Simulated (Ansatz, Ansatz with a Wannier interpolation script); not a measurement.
Rows from a G0W0 calculation on AlN (P6_3mc) (Ansatz 0.2.0; G0W0 on LDA, plane waves, PAW; PAW set soft_1; 9×9×4 mesh, 192 empty bands, screening to 160 eV, PAW set soft_1 files), in eV. Spin-orbit coupling is left out.

The database entry behind the starting cell differs from later determinations by our own check (inner coordinate u about 0.002 short), so it need not match the best structure at ambient conditions.

```csv
row,k,band,start,Σx,Σc at the solution,Vxc
A,Γ,v2,6.636,-21.648,2.977,-17.840
B,Γ,v1,6.815,-21.749,2.958,-17.983
C,Γ,v6,0.804,-19.729,4.552,-14.121
D,Γ,c1,11.052,-9.950,-3.984,-14.777
E,Γ,v4,5.982,-21.643,3.171,-17.569
F,Γ,c2,13.370,-8.056,-4.520,-13.656
```

Question: Give the quasiparticle energies and the shift of each level.

The quasiparticle equation reads E = start + Σx + Σc(E) − Vxc.

```csv
row,E (eV),shift (eV)
A,5.806,−0.830
B,6.007,−0.808
C,-0.252,−1.056
D,11.895,+0.843
E,5.080,−0.902
F,14.450,+1.080
```

The gap over the computed points goes from 4.24 eV to 5.89 eV.

Limits: not at the basis limit.

[Paths, hosts, dates, memory and timing lines, banners, echoed tables and standing remarks are left out of the program output.]

[Logs are printed without paths, hosts, clocks, repeated set-up lines and the standing remarks that a program may print on its own settings, such as how far it seeks lower states.]

[Runs of the session that timed out or met a known fault of the program may be left out.]

[Hosts, paths, dates, database ids (printed as entryN), source tags and the programs' standing remarks are cut or masked in the printed files.]
